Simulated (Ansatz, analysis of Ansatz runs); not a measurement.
# LaInO3 (Pnma), nudged elastic band: O_i by the interstitialcy path (q = −2), part 3 of 3

How high is the barrier when O changes place in LaInO3 (Pnma)? The case: O_i by the interstitialcy path, charge −2, in a cell of 40 host atoms with 1 O put in.

Ansatz 0.2.0; plane-wave PAW DFT, PBEsol; nudged elastic band between two relaxed defect structures at fixed charge in a uniform background.

So far: Starting point; Relaxation of the start point, charge −2; Relaxation of the end point, charge −2.

## Step 4: Nudged elastic band, charge −2

5 movable images are laid between the ends on a pair-potential path, which keeps atoms from colliding in the first guess. Each image feels the true force across the path and a spring force along it. The highest image is set to climb to the top of the path.

This step: plane-wave PAW DFT, PBEsol; nudged elastic band between two relaxed defect structures at fixed charge in a uniform background.

qm2.neb/input.yaml reads:

```yaml
crystal:
  lattice:
    - [0.0, 8.21613204, 5.70050548]
    - [5.94293833, 0.0, 5.70050548]
    - [5.94293833, 8.21613204, 0.0]
  atoms:
    - { symbol: La, position: [0.15542753, 0.85745936, 0.08151754] }
    - { symbol: La, position: [0.66729721, 0.34127412, 0.59240046] }
    - { symbol: La, position: [0.347113, 0.15518184, 0.39870819] }
    - { symbol: La, position: [0.86436399, 0.66437065, 0.87622717] }
    - { symbol: La, position: [0.1443922, 0.34528404, 0.09700831] }
    - { symbol: La, position: [0.64663487, 0.84281986, 0.605729] }
    - { symbol: La, position: [0.35035081, 0.62864264, 0.4072928] }
    - { symbol: La, position: [0.85782983, 0.13171356, 0.89313323] }
    - { symbol: In, position: [0.25493063, 0.25155181, 0.74551428] }
    - { symbol: In, position: [0.74239685, 0.74443242, 0.25694787] }
    - { symbol: In, position: [0.24758958, 0.75498959, 0.75006382] }
    - { symbol: In, position: [0.75411322, 0.24540335, 0.24375368] }
    - { symbol: In, position: [0.02441463, 0.00227776, 0.48537384] }
    - { symbol: In, position: [0.50726997, 0.50034661, -0.00467965] }
    - { symbol: In, position: [0.00520948, 0.50626688, 0.49155775] }
    - { symbol: In, position: [0.48346378, -0.00708679, 0.03003088] }
    - { symbol: O, position: [0.40718462, 0.21981305, 0.83607639] }
    - { symbol: O, position: [0.90559093, 0.71197708, 0.34497588] }
    - { symbol: O, position: [0.09667276, 0.96509487, 0.66109215] }
    - { symbol: O, position: [0.71887491, 0.40856714, 0.03053816] }
    - { symbol: O, position: [0.29820221, 0.59059373, 0.95348599] }
    - { symbol: O, position: [0.79671077, 0.08688196, 0.45646821] }
    - { symbol: O, position: [0.0938885, 0.31610647, 0.65336229] }
    - { symbol: O, position: [0.62453288, 0.75519435, 0.13598308] }
    - { symbol: O, position: [0.02338456, 0.16831502, 0.0154183] }
    - { symbol: O, position: [0.52295454, 0.66330268, 0.53595241] }
    - { symbol: O, position: [0.1704603, 0.53618744, 0.76419582] }
    - { symbol: O, position: [0.66115113, 0.02487787, 0.27740741] }
    - { symbol: O, position: [0.02891526, 0.28786445, 0.40946667] }
    - { symbol: O, position: [0.51681112, 0.78644995, 0.9192678] }
    - { symbol: O, position: [0.28899363, 0.52073541, 0.27404041] }
    - { symbol: O, position: [0.75697468, 0.0346666, 0.78053845] }
    - { symbol: O, position: [0.48215935, 0.32477785, 0.46725127] }
    - { symbol: O, position: [0.97521276, 0.82163625, 0.99460201] }
    - { symbol: O, position: [0.33982061, 0.97195443, 0.72465397] }
    - { symbol: O, position: [0.83248791, 0.4583745, 0.24150846] }
    - { symbol: O, position: [0.48513228, 0.22478664, 0.07477467] }
    - { symbol: O, position: [0.99622929, 0.72673982, 0.56446462] }
    - { symbol: O, position: [0.18936367, 1.0212779, 0.18801835] }
    - { symbol: O, position: [0.72287482, 0.49069639, 0.71117981] }
    - { symbol: O, position: [0.32817991, -0.07003735, 0.34591054] }
total_charge: -2
basis:
  ecutwfc: 420
  xc_grid: 2
hamiltonian:
  xc: pbesol
kpoints:
  mp_grid: { grid: [1, 1, 1] }
scf:
  occupations: { method: fermi_dirac, width: 0.01 }
  max_iter: 80
output:
  forces: true
neb:
  images: 5
  f_tol: 0.03
  climbing: true
  initial_path: idpp
  max_iterations: 45
  order_check: false
  final_atoms:
    - { symbol: La, position: [0.16840999, 0.8539992, 0.08823079] }
    - { symbol: La, position: [0.66036543, 0.36276993, 0.58554623] }
    - { symbol: La, position: [0.36923027, 0.1652302, 0.37089881] }
[... 3 atom lines left out ...]
    - { symbol: La, position: [0.34949006, 0.63310246, 0.40827111] }
[... 3 atom lines left out ...]
    - { symbol: In, position: [0.24896406, 0.78788805, 0.73533745] }
[... 1 atom line left out ...]
    - { symbol: In, position: [0.01197843, 0.01409786, 0.48691639] }
[... 2 atom lines left out ...]
    - { symbol: In, position: [0.51216372, 0.00058298, -0.0118255] }
[... 2 atom lines left out ...]
    - { symbol: O, position: [0.15203354, 1.10197276, 0.67292483] }
[... 4 atom lines left out ...]
    - { symbol: O, position: [0.59749988, 0.7868576, 0.15116906] }
[... 4 atom lines left out ...]
    - { symbol: O, position: [0.03397943, 0.2929444, 0.40560405] }
[... 7 atom lines left out ...]
    - { symbol: O, position: [0.48125077, 0.22432215, 0.06728201] }
    - { symbol: O, position: [0.96480338, 0.75160168, 0.56399227] }
    - { symbol: O, position: [0.22298523, 0.99897127, 0.20055877] }
[... 1 atom line left out ...]
    - { symbol: O, position: [0.24065938, -0.10615977, 0.49657661] }
```

On the command line:

```sh
$ ansatz run input.yaml --threads 4 --pin off --max-ram 7536MiB --backend cpu --events-out ev --progress --plain --runs-dir out
```

Numbers of over 12 decimals in the logs are rounded to 6 here.

The log of the run:

```text
[...]
Warning: neb: disabling space-group detection — the band's intermediate images generally break the endpoint symmetry, so no spatial operation reduces the k-mesh or symmetrises the density, except that a semilocal band can use its path's symmetry ahead of [...]
[...]
parallel-image band execution: 4 concurrent image workers
NEB image 0
Crystal: 41 atoms, lattice volume = 556.688 Å³
Basis set: ecut = 420 eV, 10867 PW (Γ), exchange–correlation on 144×120×144 points (8 copies of the dense FFT grid, shifted against one another)
Bands: 213, of which v1, the nominal top of the filled ones, is band 172 counted from 1 (171 counted from 0)
Symmetry: 1 space group operations
k-points: 1
[...]
SCF iter   1: F=—  HF=-107529.859908 eV  |F-HF|=—  |Δ(HF+E_count)|=         —  Δρ=2.67e-2  dr2=3.30e0  ethr=1.77e-3  ⟨swp⟩=6.0  Hψ=830  notcnv=0  defer=22
[...]
SCF iter  10: F=-107528.924738 eV  HF=-107528.924738 eV  |F-HF|=9.31e-9  |Δ(HF+E_count)|=   6.46e-8  Δρ=1.95e-6  dr2=2.15e-8  ethr=2.91e-11  ⟨swp⟩=4.0  Hψ=732  notcnv=0
SCF 1 converged in 10 iterations: F = -107528.924738 eV  dr2 = 2.15e-8
[...]
NSCF: frozen V_eff on 1 k-points
NEB image 6
SCF iter   1: F=—  HF=-107529.858929 eV  |F-HF|=—  |Δ(HF+E_count)|=         —  Δρ=2.67e-2  dr2=3.29e0  ethr=1.77e-3  ⟨swp⟩=6.0  Hψ=830  notcnv=0  defer=23
[...]
SCF iter  10: F=-107528.924384 eV  HF=-107528.924384 eV  |F-HF|=9.66e-9  |Δ(HF+E_count)|=   6.50e-8  Δρ=1.97e-6  dr2=2.18e-8  ethr=2.91e-11  ⟨swp⟩=4.0  Hψ=728  notcnv=0
SCF 2 converged in 10 iterations: F = -107528.924384 eV  dr2 = 2.18e-8
[...]
NEB end point (image 0): max|allowed force component| = 3.787e-3 eV/Å (the criterion of neb.relax_end_points is 1.000e-2)
NEB end point (image 6): max|allowed force component| = 1.435e-2 eV/Å (the criterion of neb.relax_end_points is 1.000e-2)
NEB image 1
SCF iter   1: F=—  HF=-107529.714295 eV  |F-HF|=—  |Δ(HF+E_count)|=         —  Δρ=2.69e-2  dr2=3.36e0  ethr=1.77e-3  ⟨swp⟩=6.0  Hψ=815  notcnv=0  defer=23
[...]
SCF iter  10: F=-107528.762976 eV  HF=-107528.762976 eV  |F-HF|=4.65e-8  |Δ(HF+E_count)|=   8.72e-8  Δρ=3.52e-6  dr2=6.30e-8  ethr=2.91e-11  ⟨swp⟩=4.0  Hψ=733  notcnv=0
SCF 3 converged in 10 iterations: F = -107528.762976 eV  dr2 = 6.30e-8
NEB image 2
SCF iter   1: F=—  HF=-107529.471066 eV  |F-HF|=—  |Δ(HF+E_count)|=         —  Δρ=2.71e-2  dr2=3.43e0  ethr=1.77e-3  ⟨swp⟩=6.0  Hψ=808  notcnv=0  defer=24
[...]
SCF iter  11: F=-107528.502678 eV  HF=-107528.502678 eV  |F-HF|=2.62e-10  |Δ(HF+E_count)|=   2.35e-8  Δρ=9.67e-7  dr2=5.34e-9  ethr=2.91e-11  ⟨swp⟩=4.0  Hψ=627  notcnv=0
SCF 4 converged in 11 iterations: F = -107528.502678 eV  dr2 = 5.34e-9
NEB image 3
SCF iter   1: F=—  HF=-107529.351279 eV  |F-HF|=—  |Δ(HF+E_count)|=         —  Δρ=2.72e-2  dr2=3.47e0  ethr=1.77e-3  ⟨swp⟩=5.0  Hψ=806  notcnv=0  defer=25
[...]
SCF iter  11: F=-107528.371528 eV  HF=-107528.371528 eV  |F-HF|=1.00e-9  |Δ(HF+E_count)|=   2.48e-8  Δρ=1.10e-6  dr2=6.60e-9  ethr=2.91e-11  ⟨swp⟩=4.0  Hψ=629  notcnv=0
SCF 5 converged in 11 iterations: F = -107528.371528 eV  dr2 = 6.60e-9
NEB image 4
SCF iter   1: F=—  HF=-107529.433053 eV  |F-HF|=—  |Δ(HF+E_count)|=         —  Δρ=2.72e-2  dr2=3.46e0  ethr=1.77e-3  ⟨swp⟩=5.0  Hψ=806  notcnv=0  defer=24
[...]
SCF iter  11: F=-107528.457167 eV  HF=-107528.457167 eV  |F-HF|=1.75e-10  |Δ(HF+E_count)|=   2.52e-8  Δρ=9.94e-7  dr2=5.59e-9  ethr=2.91e-11  ⟨swp⟩=5.0  Hψ=631  notcnv=0
SCF 6 converged in 11 iterations: F = -107528.457167 eV  dr2 = 5.59e-9
NEB image 5
SCF iter   1: F=—  HF=-107529.678597 eV  |F-HF|=—  |Δ(HF+E_count)|=         —  Δρ=2.70e-2  dr2=3.38e0  ethr=1.77e-3  ⟨swp⟩=5.0  Hψ=808  notcnv=0  defer=23
[...]
SCF iter  10: F=-107528.721768 eV  HF=-107528.721768 eV  |F-HF|=1.74e-8  |Δ(HF+E_count)|=   6.22e-8  Δρ=2.38e-6  dr2=3.02e-8  ethr=2.91e-11  ⟨swp⟩=4.0  Hψ=732  notcnv=0
SCF 7 converged in 10 iterations: F = -107528.721768 eV  dr2 = 3.02e-8
NEB iter   1: max|band force component| = 1.123e0 eV/Å  barrier→ = 0.5532 eV  barrier← = 0.5529 eV  Δτ_max = 0.1485 Å  (73 SCF iters)
NEB image 1
[...]
SCF iter   9: F=-107528.770207 eV  HF=-107528.770207 eV  |F-HF|=4.10e-9  |Δ(HF+E_count)|=   1.33e-7  Δρ=2.34e-6  dr2=2.99e-8  ethr=2.91e-11  ⟨swp⟩=3.0  Hψ=750  notcnv=0
SCF 8 converged in 9 iterations: F = -107528.770207 eV  dr2 = 2.99e-8
NEB image 2
[...]
SCF iter   9: F=-107528.558439 eV  HF=-107528.558439 eV  |F-HF|=4.96e-9  |Δ(HF+E_count)|=   2.33e-7  Δρ=3.88e-6  dr2=8.08e-8  ethr=2.91e-11  ⟨swp⟩=3.0  Hψ=900  notcnv=0
SCF 9 converged in 9 iterations: F = -107528.558439 eV  dr2 = 8.08e-8
NEB image 3
[...]
SCF iter  10: F=-107528.443889 eV  HF=-107528.443889 eV  |F-HF|=3.35e-10  |Δ(HF+E_count)|=   2.45e-8  Δρ=1.33e-6  dr2=1.09e-8  ethr=2.91e-11  ⟨swp⟩=4.0  Hψ=727  notcnv=0
SCF 10 converged in 10 iterations: F = -107528.443889 eV  dr2 = 1.09e-8
NEB image 4
[...]
SCF iter   9: F=-107528.492496 eV  HF=-107528.492496 eV  |F-HF|=5.25e-9  |Δ(HF+E_count)|=   1.54e-7  Δρ=3.97e-6  dr2=8.41e-8  ethr=2.91e-11  ⟨swp⟩=3.0  Hψ=905  notcnv=0
SCF 11 converged in 9 iterations: F = -107528.492496 eV  dr2 = 8.41e-8
NEB image 5
[...]
SCF iter   9: F=-107528.707150 eV  HF=-107528.707150 eV  |F-HF|=7.60e-9  |Δ(HF+E_count)|=   1.01e-7  Δρ=2.24e-6  dr2=2.63e-8  ethr=2.91e-11  ⟨swp⟩=3.0  Hψ=779  notcnv=0
SCF 12 converged in 9 iterations: F = -107528.707150 eV  dr2 = 2.63e-8
NEB iter   2: max|band force component| = 9.294e-1 eV/Å  barrier→ = 0.4808 eV  barrier← = 0.4805 eV  Δτ_max = 0.0861 Å  (46 SCF iters)
NEB image 1
[...]
SCF iter   9: F=-107528.870136 eV  HF=-107528.870136 eV  |F-HF|=1.89e-9  |Δ(HF+E_count)|=   2.84e-8  Δρ=1.08e-6  dr2=6.37e-9  ethr=2.91e-11  ⟨swp⟩=4.0  Hψ=630  notcnv=0
SCF 13 converged in 9 iterations: F = -107528.870136 eV  dr2 = 6.37e-9
NEB image 2
[...]
SCF iter   9: F=-107528.761620 eV  HF=-107528.761620 eV  |F-HF|=3.65e-9  |Δ(HF+E_count)|=   5.91e-8  Δρ=1.60e-6  dr2=1.32e-8  ethr=2.91e-11  ⟨swp⟩=3.0  Hψ=734  notcnv=0
SCF 14 converged in 9 iterations: F = -107528.761620 eV  dr2 = 1.32e-8
NEB image 3
[...]
SCF iter   9: F=-107528.680549 eV  HF=-107528.680549 eV  |F-HF|=4.64e-9  |Δ(HF+E_count)|=   6.96e-8  Δρ=1.79e-6  dr2=1.64e-8  ethr=2.91e-11  ⟨swp⟩=3.0  Hψ=729  notcnv=0
SCF 15 converged in 9 iterations: F = -107528.680549 eV  dr2 = 1.64e-8
[...]
NEB iter  10: max|band force component| = 8.354e-2 eV/Å  barrier→ = 0.1982 eV  barrier← = 0.1978 eV  CI = image 3  Δτ_max = 0.0266 Å  (37 SCF iters)
NEB iter  11: max|band force component| = 8.631e-2 eV/Å  barrier→ = 0.1966 eV  barrier← = 0.1963 eV  CI = image 3  Δτ_max = 0.0132 Å  (36 SCF iters)
NEB iter  12: max|band force component| = 3.360e-2 eV/Å  barrier→ = 0.1956 eV  barrier← = 0.1953 eV  CI = image 3  Δτ_max = 0.0265 Å  (32 SCF iters)
NEB iter  13: max|band force component| = 2.945e-2 eV/Å  barrier→ = 0.1946 eV  barrier← = 0.1942 eV  CI = image 3  Δτ_max = 0.0138 Å  (35 SCF iters)
NEB iter  14: max|band force component| = 3.907e-2 eV/Å  barrier→ = 0.1938 eV  barrier← = 0.1934 eV  CI = image 3  Δτ_max = 0.0258 Å  (7 SCF iters)
NEB iter  15: max|band force component| = 4.061e-2 eV/Å  barrier→ = 0.1930 eV  barrier← = 0.1927 eV  CI = image 3  Δτ_max = 0.0102 Å  (34 SCF iters)
NEB iter  16: max|band force component| = 2.337e-2 eV/Å  barrier→ = 0.1925 eV  barrier← = 0.1921 eV  CI = image 3  Δτ_max = 0.0094 Å  (33 SCF iters)
NEB iter  17: max|band force component| = 2.311e-2 eV/Å  barrier→ = 0.1920 eV  barrier← = 0.1916 eV  CI = image 3  Δτ_max = 0.0088 Å  (6 SCF iters)
NEB iter  18: max|band force component| = 2.468e-2 eV/Å  barrier→ = 0.1916 eV  barrier← = 0.1912 eV  CI = image 3  Δτ_max = 0.0089 Å  (6 SCF iters)
NEB iter  19: max|band force component| = 2.964e-2 eV/Å  barrier→ = 0.1912 eV  barrier← = 0.1909 eV  CI = image 3  Δτ_max = 0.0090 Å  (6 SCF iters)
NEB iter  20: max|band force component| = 3.892e-2 eV/Å  barrier→ = 0.1909 eV  barrier← = 0.1905 eV  CI = image 3  Δτ_max = 0.0129 Å  (6 SCF iters)
NEB iter  21: max|band force component| = 3.829e-2 eV/Å  barrier→ = 0.1905 eV  barrier← = 0.1902 eV  CI = image 3  Δτ_max = 0.0129 Å  (33 SCF iters)
NEB iter  22: max|band force component| = 2.153e-2 eV/Å  barrier→ = 0.1902 eV  barrier← = 0.1898 eV  CI = image 3  Δτ_max = 0.0094 Å  (32 SCF iters)
NEB image 3
[...]
SCF iter   6: F=-107528.734937 eV  HF=-107528.734937 eV  |F-HF|=7.45e-9  |Δ(HF+E_count)|=   1.09e-7  Δρ=4.03e-6  dr2=6.91e-8  ethr=2.91e-11  ⟨swp⟩=3.0  Hψ=962  notcnv=0
SCF 93 converged in 6 iterations: F = -107528.734937 eV  dr2 = 6.91e-8
NEB image 1
[...]
NEB image 2
[...]
NEB image 4
[...]
NEB image 5
[...]
NEB image 3
[...]
the band table was solved once a step of the walk had ended and its energy, with any forces and stress, was formed, with the checks that follow a solve (836 applications of the Hamiltonian). They found nothing against the state; [...]
NEB iter  23: max|band force component| = 2.391e-2 eV/Å  barrier→ = 0.1898 eV  barrier← = 0.1894 eV  CI = image 3  Δτ_max = 0.0000 Å  (6 SCF iters)
SCF converged after 6 iterations
Free energy (F): -107528.734937 eV
[...]
Internal energy: -107528.734937 eV  (E = F + TS)
E sigma→0 (E₀):  -107528.734937 eV
Fermi energy:    11.929046 eV
[...]
--- Forces (eV/Å), atoms counted from 1 ---
  atom   1  La     0.00057537     0.00126113     0.00375287
  atom   2  La     0.00064913     0.00234914     0.00564241
  atom   3  La     0.00421742    -0.00087754    -0.00032766
  [... 3 atoms left out ...]
  atom   7  La    -0.01257911    -0.00180244     0.01170907
  [... 3 atoms left out ...]
  atom  11  In    -0.00546899     0.00133672     0.00401315
  [... 1 atom left out ...]
  atom  13  In    -0.00180427     0.00232213     0.00566015
  [... 2 atoms left out ...]
  atom  16  In    -0.00051459    -0.00523732    -0.00090786
  [... 2 atoms left out ...]
  atom  19  O     -0.00375145    -0.00641580     0.00000421
  [... 9 atoms left out ...]
  atom  29  O      0.00044220    -0.00110790     0.00033471
  [... 7 atoms left out ...]
  atom  37  O      0.00027636     0.00279383    -0.00022204
  [... 1 atom left out ...]
  atom  39  O      0.00198828     0.00271418    -0.00085364
  [... 1 atom left out ...]
  atom  41  O     -0.00179943     0.00333316    -0.00779107
  max |Σ_I F_I| component: 2.78e-5 eV/Å
--- Band table (eV) ---
[...]
this run last wrote the band of iteration 23 to <dir>; this run last wrote the band within `neb.f_tol` of iteration 22 to <dir>
--- NEB band (7 images, 23 band iterations, 692 SCF iterations) ---
  forward barrier  = 0.189800 eV
  backward barrier = 0.189446 eV
  lagrangian_above_aufbau_ev (what the smearing adds, to first order; not taken off the barriers): saddle image -0.000000 eV, end points -0.000000 and -0.000000 eV
  climbing image's point = of an order that was not read
  energies are F+E_penalty+E_count in eV, relative to image 0
  image     s (Å)  Δ vs image 0  max|band force component| (eV/Å)
      0    0.0000      0.000000                                 —
      1    0.6276      0.019599                          2.153e-2
      2    1.2545      0.088739                          1.370e-2
  *   3    1.8832      0.189800                          1.225e-2
      4    2.2679      0.148825                          2.391e-2
      5    2.6498      0.054679                          9.094e-3
      6    3.0318      0.000354                                 —
  climbing-image geometry (image 3):
  cell:  # Å, volume = 556.6882 Å³
    - [0.0, 8.21613204, 5.70050548]
    - [5.94293833, 0.0, 5.70050548]
    - [5.94293833, 8.21613204, 0.0]
  atoms:
    - { symbol: La, position: [0.164426, 0.855558, 0.077089] }
    - { symbol: La, position: [0.670418, 0.352244, 0.584200] }
    - { symbol: La, position: [0.356777, 0.163641, 0.389313] }
    - { symbol: La, position: [0.872768, 0.636884, 0.874981] }
    - { symbol: La, position: [0.149118, 0.347719, 0.092323] }
    - { symbol: La, position: [0.655009, 0.838735, 0.602386] }
    - { symbol: La, position: [0.373548, 0.627264, 0.376678] }
    - { symbol: La, position: [0.847418, 0.143405, 0.903937] }
    - { symbol: In, position: [0.250658, 0.254995, 0.746014] }
    - { symbol: In, position: [0.750789, 0.748755, 0.247607] }
    - { symbol: In, position: [0.248366, 0.783415, 0.724814] }
    - { symbol: In, position: [0.754021, 0.241297, 0.250154] }
    - { symbol: In, position: [0.022590, 0.004849, 0.492051] }
    - { symbol: In, position: [0.500240, 0.496049, -0.005503] }
    - { symbol: In, position: [0.002626, 0.506274, 0.496921] }
    - { symbol: In, position: [0.504141, -0.001045, -0.005860] }
    - { symbol: O, position: [0.413151, 0.217744, 0.832027] }
    - { symbol: O, position: [0.912801, 0.709739, 0.338393] }
    - { symbol: O, position: [0.108709, 1.059451, 0.666259] }
    - { symbol: O, position: [0.688376, 0.411865, 0.060997] }
    - { symbol: O, position: [0.296035, 0.592436, 0.953821] }
    - { symbol: O, position: [0.795955, 0.093508, 0.454341] }
    - { symbol: O, position: [0.053422, 0.382422, 0.693622] }
    - { symbol: O, position: [0.621284, 0.783240, 0.127517] }
    - { symbol: O, position: [0.028753, 0.172363, 0.024859] }
    - { symbol: O, position: [0.537296, 0.668922, 0.533046] }
    - { symbol: O, position: [0.175921, 0.540204, 0.776044] }
    - { symbol: O, position: [0.665885, 0.027247, 0.270668] }
    - { symbol: O, position: [0.026833, 0.292080, 0.406314] }
    - { symbol: O, position: [0.523129, 0.776898, 0.918212] }
    - { symbol: O, position: [0.283196, 0.513024, 0.276718] }
    - { symbol: O, position: [0.777747, 0.038395, 0.764829] }
    - { symbol: O, position: [0.471700, 0.321424, 0.467452] }
    - { symbol: O, position: [0.981093, 0.826967, 0.982620] }
    - { symbol: O, position: [0.348445, 0.969134, 0.735209] }
    - { symbol: O, position: [0.828745, 0.465001, 0.235162] }
    - { symbol: O, position: [0.477149, 0.215260, 0.080406] }
    - { symbol: O, position: [0.967143, 0.742469, 0.573170] }
    - { symbol: O, position: [0.214610, 0.998290, 0.199243] }
    - { symbol: O, position: [0.722023, 0.478794, 0.718033] }
    - { symbol: O, position: [0.285624, -0.116035, 0.448584] }
```

Run time: 5.8 min. Hardware: 4 threads of Arm Neoverse V2, shared host; peak memory 2.4 GiB.

Reading the cycles: dr2 is the Hartree energy of the density residual (eV), the measure of convergence; HF is the Harris–Foulkes estimate of the energy, which meets the free energy F at convergence.

Images along the path:

```
image  path (Å)  energy (eV)      O19: x, y, z (Å)
    0     0.000       0.0000   9.664, 6.226, 6.053
    1     0.628       0.0196   9.853, 6.218, 6.104
    2     1.254       0.0887  10.057, 6.189, 6.360
    3     1.883       0.1898  10.256, 6.367, 6.659
    4     2.268       0.1488  10.374, 6.513, 6.842
    5     2.650       0.0547  10.484, 6.652, 7.021
    6     3.032       0.0004  10.548, 6.778, 7.148
```

This step gave:

* free energy: -107528.7349 eV
* barrier forward: 0.1898 eV
* barrier backward: 0.1894 eV
* end less start: 3.54e-4 eV
* hop length: 1.109 Å

Track of the atom that was set to move:

```
image  x (Å)  y (Å)  z (Å)  nearest neighbour  distance (Å)
    0  1.639  5.538  1.472                 La         2.239
    1   1.75  5.829  1.337                 La         2.168
    2  1.845  6.083  1.176                 La         2.156
    3  1.976  6.032  0.967                 La         2.181
    4  2.089  6.028  0.873                 In         2.177
    5  2.207  6.043  0.803                 In         2.166
    6   2.32  6.057  0.767                 In         2.156
```

The band met its tolerance of 0.03 eV/Å after 23 iterations, with image 3 on top (the start counts as 0). O19, which moves farthest between the ends, has 2 In at 2.13 to 2.21 Å and 1 La at 2.41 Å nearest at the start and 2 La at 2.17 to 2.27 Å, 1 In at 2.22 Å and 1 O at 2.36 Å at the top.

## Step 5: Results

```yaml
barrier_forward: 0.19 eV
barrier_backward: 0.19 eV
end_less_start: 0.00 eV
hop_length: 1.11 Å
band_iterations_as_the_log_counts_them: 23
```

The top of the band lies 0.19 eV above the start and 0.19 eV above the end. With an assumed prefactor of 1e13 per second it gives one hop a second along this one path at about 70 K; whether such hops link up through the crystal wasn't checked. The move is shared: O19 goes 1.51 Å and O41, whose hop length is listed, 1.11 Å. The order of the top as a saddle was not checked for all atoms, so a bent path could be lower. No image-charge correction is applied; it largely cancels along a path if the charge stays localised alike. Keep in mind: sampling at the zone centre alone can move energies of charged and open-shell states by tenths of an eV or more in cells of this size; periodic copies of the defect are only 8.2 Å apart; spin–orbit coupling, which can matter with heavy atoms, is left out.

[Logs are printed without paths, hosts, clocks, repeated set-up lines and the standing remarks that a program may print on its own settings, such as how far it seeks lower states.]

[Hosts, paths, dates, database ids (printed as entryN), source tags and the programs' standing remarks are cut or masked in the printed files.]
